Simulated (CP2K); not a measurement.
Two runs for the S L₂,₃ edge of mercaptoacetaldehyde. Run A: CP2K XAS_TDP, all-electron GAPW, PBEh(45%), aug-cc-pVDZ, TDA, ZORA, spin–orbit coupling. Run B differs in one setting.

First lines with a strength over 0.0003. A:

| atom | energy (eV) | states | strength, one atom |
| --- | --- | --- | --- |
| S4 (bonded to C and H) | 163.29 | 1 | 0.0015 |
|  | 163.54 | 1 | 0.0012 |
|  | 164.09 | 1 | 0.0004 |
|  | 164.11 | 1 | 0.0008 |
|  | 164.24 | 1 | 0.0041 |

B:

| atom | energy (eV) | states | strength, one atom |
| --- | --- | --- | --- |
| S4 (bonded to C and H) | 166.91 | 1 | 0.0015 |
|  | 167.16 | 1 | 0.0012 |
|  | 167.72 | 1 | 0.0005 |
|  | 167.86 | 1 | 0.0042 |
|  | 167.90 | 1 | 0.0016 |

Which was it: the basis, the functional, GW2X switched on?

GW2X switched on. GW2X shifts the lines nearly together; each 2p level gets its own shift. The lowest line over the strength cut lies at 166.91 eV, against 163.29 eV (PBEh(45%), aug-cc-pVDZ).

[Hosts, paths, dates, database ids (printed as entryN), source tags and the programs' standing remarks are cut or masked in the printed files.]
